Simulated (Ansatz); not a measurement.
# Resistivity from frozen vibrations: Mg(0001) with 2 thermally displaced layers, 2x2

How much do lattice vibrations at 800 K scatter the electrons of Mg? Layers with random displacements are laid between perfect leads, and the resistance is followed against their length.

Method: Ansatz plane-wave DFT, PBE, PAW files; ballistic transport by layer matching (Landauer), zero bias; PAW set soft_1, in Ansatz 0.2.0.

## (1) The starting structure

The cell holds 48 atoms: 48 Mg. Cell: a = 6.419 Å, b = 6.419 Å, c = 31.262 Å, α = 90.0°, β = 90.0°, γ = 120.0°. It derives from Mg. Regions: lead, 40 atoms (40 Mg); scattering region, 8 atoms (8 Mg). The structure is stacked along c, and the current runs across the ab planes.

## (2) With 2 displaced layers

Each atom of 2 layers is moved at random, by amounts drawn from a normal law 0.1736 Å wide in each direction from the Debye model (400 K) at 800 K. The layers about the cell's end stay perfect and serve as the lead. Disorder leaves little or no symmetry, which makes such runs dear. Energies from -0.05 to 0.05 eV in steps of 0.05 eV are too few for the program's thermal sum, so it prints no conductance; for a metal the transmission near the Fermi level serves, at a fraction of the cost.

input.yaml

```yaml
crystal:
  lattice:
    - [6.41854, 0.0, 0.0]
    - [-3.20927, 5.5586186952, 0.0]
    - [0.0, 0.0, 31.26198]
  atoms:
    - { symbol: Mg, position: [0.1666666667, 0.3333333333, 0.0416666667] }
    - { symbol: Mg, position: [0.1666666667, 0.8333333333, 0.0416666667] }
    - { symbol: Mg, position: [0.6666666667, 0.3333333333, 0.0416666667] }
    - { symbol: Mg, position: [0.6666666667, 0.8333333333, 0.0416666667] }
    - { symbol: Mg, position: [0.3333333333, 0.1666666667, 0.125] }
    - { symbol: Mg, position: [0.3333333333, 0.6666666667, 0.125] }
    - { symbol: Mg, position: [0.8333333333, 0.1666666667, 0.125] }
    - { symbol: Mg, position: [0.8333333333, 0.6666666667, 0.125] }
    - { symbol: Mg, position: [0.1666666667, 0.3333333333, 0.2083333333] }
    - { symbol: Mg, position: [0.1666666667, 0.8333333333, 0.2083333333] }
    - { symbol: Mg, position: [0.6666666667, 0.3333333333, 0.2083333333] }
    - { symbol: Mg, position: [0.6666666667, 0.8333333333, 0.2083333333] }
    - { symbol: Mg, position: [0.3333333333, 0.1666666667, 0.2916666667] }
    - { symbol: Mg, position: [0.3333333333, 0.6666666667, 0.2916666667] }
    - { symbol: Mg, position: [0.8333333333, 0.1666666667, 0.2916666667] }
    - { symbol: Mg, position: [0.8333333333, 0.6666666667, 0.2916666667] }
    - { symbol: Mg, position: [0.1666666667, 0.3333333333, 0.375] }
    - { symbol: Mg, position: [0.1666666667, 0.8333333333, 0.375] }
    - { symbol: Mg, position: [0.6666666667, 0.3333333333, 0.375] }
    - { symbol: Mg, position: [0.6666666667, 0.8333333333, 0.375] }
    - { symbol: Mg, position: [0.3346712196, 0.1625403918, 0.4618901087] }
    - { symbol: Mg, position: [0.3278051244, 0.649935117, 0.4603415577] }
    - { symbol: Mg, position: [0.8833977184, 0.1962485935, 0.4544249329] }
    - { symbol: Mg, position: [0.7893695281, 0.6471987856, 0.4585628493] }
    - { symbol: Mg, position: [0.1003572294, 0.3264994097, 0.5347471341] }
    - { symbol: Mg, position: [0.1383587885, 0.8163334885, 0.5399100008] }
    - { symbol: Mg, position: [0.6940827139, 0.3658960766, 0.5409528116] }
    - { symbol: Mg, position: [0.6932411083, 0.812556081, 0.5436188811] }
    - { symbol: Mg, position: [0.3333333333, 0.1666666667, 0.625] }
    - { symbol: Mg, position: [0.3333333333, 0.6666666667, 0.625] }
    - { symbol: Mg, position: [0.8333333333, 0.1666666667, 0.625] }
    - { symbol: Mg, position: [0.8333333333, 0.6666666667, 0.625] }
    - { symbol: Mg, position: [0.1666666667, 0.3333333333, 0.7083333333] }
    - { symbol: Mg, position: [0.1666666667, 0.8333333333, 0.7083333333] }
    - { symbol: Mg, position: [0.6666666667, 0.3333333333, 0.7083333333] }
    - { symbol: Mg, position: [0.6666666667, 0.8333333333, 0.7083333333] }
    - { symbol: Mg, position: [0.3333333333, 0.1666666667, 0.7916666667] }
    - { symbol: Mg, position: [0.3333333333, 0.6666666667, 0.7916666667] }
    - { symbol: Mg, position: [0.8333333333, 0.1666666667, 0.7916666667] }
    - { symbol: Mg, position: [0.8333333333, 0.6666666667, 0.7916666667] }
    - { symbol: Mg, position: [0.1666666667, 0.3333333333, 0.875] }
    - { symbol: Mg, position: [0.1666666667, 0.8333333333, 0.875] }
    - { symbol: Mg, position: [0.6666666667, 0.3333333333, 0.875] }
    - { symbol: Mg, position: [0.6666666667, 0.8333333333, 0.875] }
    - { symbol: Mg, position: [0.3333333333, 0.1666666667, 0.9583333333] }
    - { symbol: Mg, position: [0.3333333333, 0.6666666667, 0.9583333333] }
    - { symbol: Mg, position: [0.8333333333, 0.1666666667, 0.9583333333] }
    - { symbol: Mg, position: [0.8333333333, 0.6666666667, 0.9583333333] }
kpoints:
  mp_grid: { grid: [4, 4, 1] }
hamiltonian:
  xc: pbe
  pseudopotentials: { kind: paw, azcp: { folder: soft_1 } }
scf:
  occupations: { method: fermi_dirac, width: 0.1 }
output:
  transmission: { leads: [[0, 8]], kmesh: [8, 8], e_range: [-0.05, 0.05], de: 0.05 }
  write_potential: true
  write_density: true
  volumetric_format: npy
  elf: true
```

The run is started by

```sh
> ansatz run input.yaml --threads 4 --pin off --max-ram 15360MiB --backend cpu --events-out ev --progress --plain --runs-dir out
```

Numbers of over 12 decimals in the logs are rounded to 6 here.

Log:

```text
Engine: ansatz 0.2.0, aarch64-unknown-linux-gnu
Pseudopotentials: kind: paw
Pseudopotential: Mg, paw, valence charge 10, recommended cutoff 420 eV (normal), soft_1/Mg.paw.azcp
Functional definition: PBE
  parameter kappa = 0.804
  parameter beta = 0.066725
  exchange = pbe_x(kappa = kappa, mu = beta*pi^2/3)
  correlation = pbe_c(beta = beta)
Crystal: 48 atoms, lattice volume = 1115.372 Å³
Basis set: ecut = 420 eV, 21885 PW (Γ)
Bands: 288, of which v1, the nominal top of the filled ones, is band 240 counted from 1 (239 counted from 0)
Symmetry: 1 space group operations
Space group: P1 (ITA 1), of the structure as read, at distance tolerance 1.0e-4 Å
k-points: 10 of 16 (time reversal used)
Non-local potential: Mg, projectors of the file, l = 0: 3, l = 1: 2, l = 2: 1
PAW form: soft (Blöchl's): semilocal exchange-correlation on the pseudo side does not see the compensation charge
PAW one-centre angular grid: Mg, 110 points (default); XC on 64 Gauss nodes
Initial density: superposition of atomic densities (chi_scale 0.1, normalization cell)
Initial wavefunctions: pseudopotential atomic-orbital guess
Functional: x = pbe(κ = 0.804, μ = 0.219515), c = pbe(β = 0.066725)
SCF iter   1: F=—  HF=-92342.833230 eV  |F-HF|=—  |Δ(HF+E_count)|=         —  Δρ=1.34e-2  dr2=3.02e0  ethr=3.10e-3  ⟨swp⟩=10.5  Hψ=13499  notcnv=0  defer=4
preconditioner: auto → Kerker (q_TF=auto, 2.371 Å⁻¹)  [metal: Δε(μ)=0.009 eV  Ē_g=4.829 eV  σ=0.100 eV  W_gap=0.02  n_scr=268 (ndim 8)  ℏωp=10.9 eV  f_vac=0.000  D(μ)=14.09/eV (n_scr^D=68)]
SCF iter   2: F=—  HF=-92342.765459 eV  |F-HF|=—  |Δ(HF+E_count)|=   6.78e-2  Δρ=9.63e-3  dr2=1.58e0  ethr=6.28e-4  ⟨swp⟩=1.4  Hψ=3332  notcnv=0  defer=13
SCF iter   3: F=—  HF=-92342.471276 eV  |F-HF|=—  |Δ(HF+E_count)|=   2.94e-1  Δρ=1.74e-3  dr2=3.56e-2  ethr=3.28e-4  ⟨swp⟩=2.1  Hψ=3360  notcnv=0  defer=13
SCF iter   4: F=—  HF=-92342.469892 eV  |F-HF|=—  |Δ(HF+E_count)|=   1.38e-3  Δρ=2.00e-4  dr2=1.13e-3  ethr=7.42e-6  ⟨swp⟩=2.1  Hψ=3869  notcnv=0  defer=13
SCF iter   5: F=—  HF=-92342.469729 eV  |F-HF|=—  |Δ(HF+E_count)|=   1.63e-4  Δρ=6.90e-5  dr2=1.84e-4  ethr=2.36e-7  ⟨swp⟩=2.0  Hψ=4954  notcnv=0  defer=13
SCF iter   6: F=—  HF=-92342.469746 eV  |F-HF|=—  |Δ(HF+E_count)|=   1.71e-5  Δρ=1.85e-5  dr2=2.59e-5  ethr=3.84e-8  ⟨swp⟩=1.3  Hψ=2845  notcnv=0  defer=13
SCF iter   7: F=—  HF=-92342.469813 eV  |F-HF|=—  |Δ(HF+E_count)|=   6.71e-5  Δρ=3.54e-6  dr2=5.96e-7  ethr=5.40e-9  ⟨swp⟩=2.0  Hψ=3171  notcnv=0  defer=76
SCF iter   8: F=-92342.469813 eV  HF=-92342.469813 eV  |F-HF|=5.99e-8  |Δ(HF+E_count)|=   1.15e-8  Δρ=1.55e-6  dr2=5.83e-8  ethr=2.08e-11  ⟨swp⟩=10.2  Hψ=9385  notcnv=0
SCF 1 converged in 8 iterations: F = -92342.469813 eV  dr2 = 5.83e-8
  greatest PAW one-centre occupation: 1.000 electrons in one spin orbital (limit 2), on the Mg atom at site 24 (counted from 0), in its partial waves of l = 0
transmission: 161 of 1598 steps passed
transmission: 320 of 1598 steps passed
[...]
transmission: 1598 of 1598 steps passed
SCF converged after 8 iterations
Free energy (F): -92342.469813 eV
Harris-Foulkes:  -92342.469813 eV  (|F-HF|=5.99e-8)
Internal energy: -92341.996255 eV  (E = F + TS)
E sigma→0 (E₀):  -92342.233034 eV
Entropy (-TS):   -0.473558 eV (-9.866 meV/atom)
Fermi energy:    5.539476 eV
--- Per-component energies (eV) ---
  E_band       = -17230.953053
  E_kinetic    = 3315.651415
  E_local      = -82673.007903  (includes V_loc(G=0)·N_el)
  E_nonlocal   = 9384.468862
  E_hartree    = 28232.978412
  E_xc         = -1242.589306
  E_vxc        = -1602.693330  (∫ρ·V_xc dr)
  E_paw        = -14465.506339  (= ΣΔE_a)
  E_vpaw       = -2121.323512  (= ΣTr[D̂ρ^β])
  E_aug_tail   = -0.007076  (compensation charges beyond the density's cutoff)
  E_ewald      = -34893.984320
  E_smearing   = -0.473558  (= −TS)
  E_closure    = -0.000000  (closes the sum)
  Σ components = -92342.469813   (vs F -92342.469813, Δ=0.00e0)
--- Band table (eV; the first three rows and the last of 10) ---
  k-point 0: bands = [... 236 lower, 4.4162, 4.4259, 4.4462, 4.4547, 4.4801, 5.0361, 5.0456, 5.0561, ... 44 higher]
  k-point 1: bands = [... 236 lower, 4.9251, 4.9458, 4.9604, 4.9990, 5.5524, 5.5898, 5.6009, 5.6148, ... 44 higher]
  k-point 2: bands = [... 236 lower, 5.7079, 5.7215, 5.7601, 5.7745, 6.4736, 6.5343, 6.7328, 6.8203, ... 44 higher]
  k-point 9: bands = [... 236 lower, 5.7184, 5.7401, 5.7594, 5.7665, 6.4783, 6.5246, 6.7364, 6.8115, ... 44 higher]
--- Transmission ---
  basis      : 313 plane waves across, 47 finite elements along
  points     : 34, standing for a mesh of 8 x 8
  energies   : 3 from -0.050000 to 0.050000 eV about the Fermi level, 0.050000 eV apart; the leads are filled to 0.000000 eV, and channels, transmission and decay are at 0.000000 eV
  crystal 0  : Mg8, at the sites [0, 8], period 5.2103 Å, over 26.05 Å; its Hamiltonian steps by up to 10.3 meV
    offset         : up to 0.0000 Å between an atom of the period and one for which it stands
    channels       : 3.765625e0 a spin
    conductance    : none, the energies end too early or step too widely for 300 K: set another output.transmission.e_range or a lower de, or, where they end at an eighth of basis.ecutwfc, a higher one
  junction   : crystal 0 to crystal 0, 0.70 to 26.75 Å
    transmission   : 3.582916e0 a spin
    conductance    : none, the energies end too early or step too widely for 300 K: set another output.transmission.e_range or a lower de, or, where they end at an eighth of basis.ecutwfc, a higher one
```

Elapsed: 11 min, on 4 threads of Arm Neoverse V1, shared host; peak memory 6 GiB.

Reading the cycles: dr2 is the Hartree energy of the density residual (eV), the measure of convergence; HF is the Harris–Foulkes estimate of the energy, which meets the free energy F at convergence.

This step gave:

```yaml
free_energy: -92342.4698 eV
energy_at_zero_smearing: -92342.2330 eV
fermi_energy: 5.539 eV
cell_area: 35.68 Å²
transmission_per_spin_nearest_the_fermi_level: 3.583
open_channels_per_spin_nearest_the_fermi_level: 3.766
step_of_the_lead_s_potential: 10.3 meV
```

Per spin. The transmission, zone mean by energy, zero at the Fermi level:

```tsv
energy (eV)	transmission, zone mean
-0.0500	3.59
0.0000	3.58
0.0500	3.37
```

Per spin. Open channels, zone mean, lead against energy, zero at the Fermi level:

```tsv
energy (eV)	open channels, zone mean, lead
-0.0500	3.77
0.0000	3.77
0.0500	3.67
```

Transmission over k1 and k2. At 0.0000 eV from the Fermi level.

Values, 8 rows by 8 columns:
```
3.75 3.80 2.98 2.98 3.81 3.78 3.83 3.81
2.98 2.98 1.85 2.95 1.95 2.97 2.98 3.67
3.48 2.98 2.95 6.60 6.62 2.96 2.98 3.56
3.89 3.80 1.92 6.65 6.80 6.65 1.92 3.80
3.48 3.56 2.98 2.96 6.62 6.60 2.95 2.98
2.98 3.67 2.98 2.97 1.95 2.95 1.85 2.98
3.75 3.81 3.83 3.78 3.81 2.98 2.98 3.80
3.92 3.46 2.96 3.40 3.92 3.40 2.96 3.46
```
Columns: k1 (b1) from -0.5 to 0.375; rows upwards: k2 (b2) from -0.5 to 0.375.

Open channels over k1 and k2. At 0.0000 eV from the Fermi level.

Values, 8 rows by 8 columns:
```
4.00 4.00 3.00 3.00 4.00 4.00 4.00 4.00
3.00 3.00 2.00 3.00 2.00 3.00 3.00 4.00
4.00 3.00 3.00 7.00 7.00 3.00 3.00 4.00
4.00 4.00 2.00 7.00 7.00 7.00 2.00 4.00
4.00 4.00 3.00 3.00 7.00 7.00 3.00 3.00
3.00 4.00 3.00 3.00 2.00 3.00 2.00 3.00
4.00 4.00 4.00 4.00 4.00 3.00 3.00 4.00
4.00 4.00 3.00 4.00 4.00 4.00 3.00 4.00
```
Columns: k1 (b1) from -0.5 to 0.375; rows upwards: k2 (b2) from -0.5 to 0.375.

Valence density in the ca plane at fractional y = 0.163, with atoms of Mg within 0.2 Å of it. It is the smooth field of the valence electrons, not physical close to the nuclei.

Values in e/Å³, 9 rows by 16 columns, each cell a mean:
```
 0  2  0  0  0  0  5  1  0  0  0  1  2  0  0  0
 0 13  1  0  0  0  6  1  0  0  0  4  9  0  0  0
 0  1  0  0  0  0  0  0  0  0  0  0  1  0  0  0
 0  0  0  0  0  0  0  0  0  0  0  0  0  0  0  0
 0  0  0  0  0  0  0  0  0  0  0  0  0  0  0  0
 0 10  1  0  0  0  6  6  0  0  0  3  7  0  0  0
 0  6  1  0  0  0  3  3  0  0  0  2  4  0  0  0
 0  0  0  0  0  0  0  0  0  0  0  0  0  0  0  0
 0  0  0  0  0  0  0  0  0  0  0  0  0  0  0  0
```
Columns run along c (16.0 Å, from fractional 0.24 to 0.76 of the cell), rows up along a (6.4 Å). Atoms in or near the plane, at fractional coordinates: Mg at (0.29, 0.33), Mg at (0.29, 0.83), Mg at (0.46, 0.33), Mg at (0.45, 0.88), Mg at (0.62, 0.33), Mg at (0.62, 0.83).

Electrostatic potential energy in the ca plane at fractional y = 0.163, with atoms of Mg within 0.2 Å of it. With pseudopotentials it is smooth inside the atoms' cores, unlike the true potential.

Ten even steps from '0' (-67 eV) to '9' (8 eV), each cell a mean:
```
99987899999999998645899998999999878999999999
99731379999999997201699999999997214899999999
99610069999999997201699999999985001799999999
99720279999999998645899999999996203799999999
99876789999999999988999999999998767999999999
99999999999999999999999999999999999999999999
99999999999889999999999999999999999999998999
99999999999899999999999999999999999999998999
99998899999999999988999999999999889999999999
99864589999999999854689999999998546899999999
99710169999999999500279999999996102799999999
99610069999999998500279999999995001799999999
99852489999999999743689999999997425899999999
99988899999999999988899999999999888999999999
99999999999899999999999999999999999999998999
99999999999889999999999998999999999999998999
99999999999999999988999988899999999999999999
```
Columns run along c (16.0 Å, from fractional 0.24 to 0.76 of the cell; values clipped at the 3rd and 97th percentile), rows up along a (6.4 Å). Atoms in or near the plane, at fractional coordinates: Mg at (0.29, 0.33), Mg at (0.29, 0.83), Mg at (0.46, 0.33), Mg at (0.45, 0.88), Mg at (0.62, 0.33), Mg at (0.62, 0.83).

ELF in the ca plane at fractional y = 0.163, with atoms of Mg within 0.2 Å of it. It is the smooth field of the valence electrons, not physical close to the nuclei.

Values, 9 rows by 16 columns, each cell a mean:
```
0.36 0.19 0.23 0.55 0.55 0.43 0.22 0.21 0.48 0.31 0.54 0.18 0.17 0.46 0.53 0.56
0.30 0.25 0.22 0.61 0.67 0.41 0.24 0.19 0.60 0.68 0.57 0.20 0.22 0.41 0.66 0.63
0.40 0.16 0.28 0.49 0.41 0.49 0.19 0.27 0.47 0.46 0.51 0.20 0.17 0.48 0.42 0.50
0.50 0.51 0.52 0.29 0.10 0.42 0.49 0.47 0.38 0.17 0.41 0.52 0.52 0.46 0.11 0.28
0.45 0.20 0.35 0.44 0.29 0.48 0.22 0.23 0.51 0.38 0.48 0.28 0.23 0.48 0.30 0.43
0.31 0.26 0.22 0.62 0.65 0.46 0.20 0.20 0.50 0.57 0.48 0.19 0.22 0.42 0.65 0.62
0.33 0.24 0.22 0.60 0.59 0.47 0.18 0.18 0.50 0.54 0.45 0.17 0.20 0.44 0.60 0.60
0.48 0.29 0.43 0.37 0.20 0.48 0.38 0.39 0.46 0.32 0.43 0.34 0.33 0.48 0.21 0.36
0.49 0.42 0.49 0.31 0.14 0.49 0.31 0.46 0.33 0.10 0.42 0.44 0.45 0.47 0.13 0.30
```
Columns run along c (16.0 Å, from fractional 0.24 to 0.76 of the cell), rows up along a (6.4 Å). Atoms in or near the plane, at fractional coordinates: Mg at (0.29, 0.33), Mg at (0.29, 0.83), Mg at (0.46, 0.33), Mg at (0.45, 0.88), Mg at (0.62, 0.33), Mg at (0.62, 0.83).

Over the solved energies the transmission per spin lies between 3.37 and 3.59, out of 3.73 channels of the lead on average (up to 3.77).

(Continued in part 2 of 2.)

[Logs are printed without paths, hosts, clocks, repeated set-up lines and the standing remarks that a program may print on its own settings, such as how far it seeks lower states.]

[Hosts, paths, dates, database ids (printed as entryN), source tags and the programs' standing remarks are cut or masked in the printed files.]
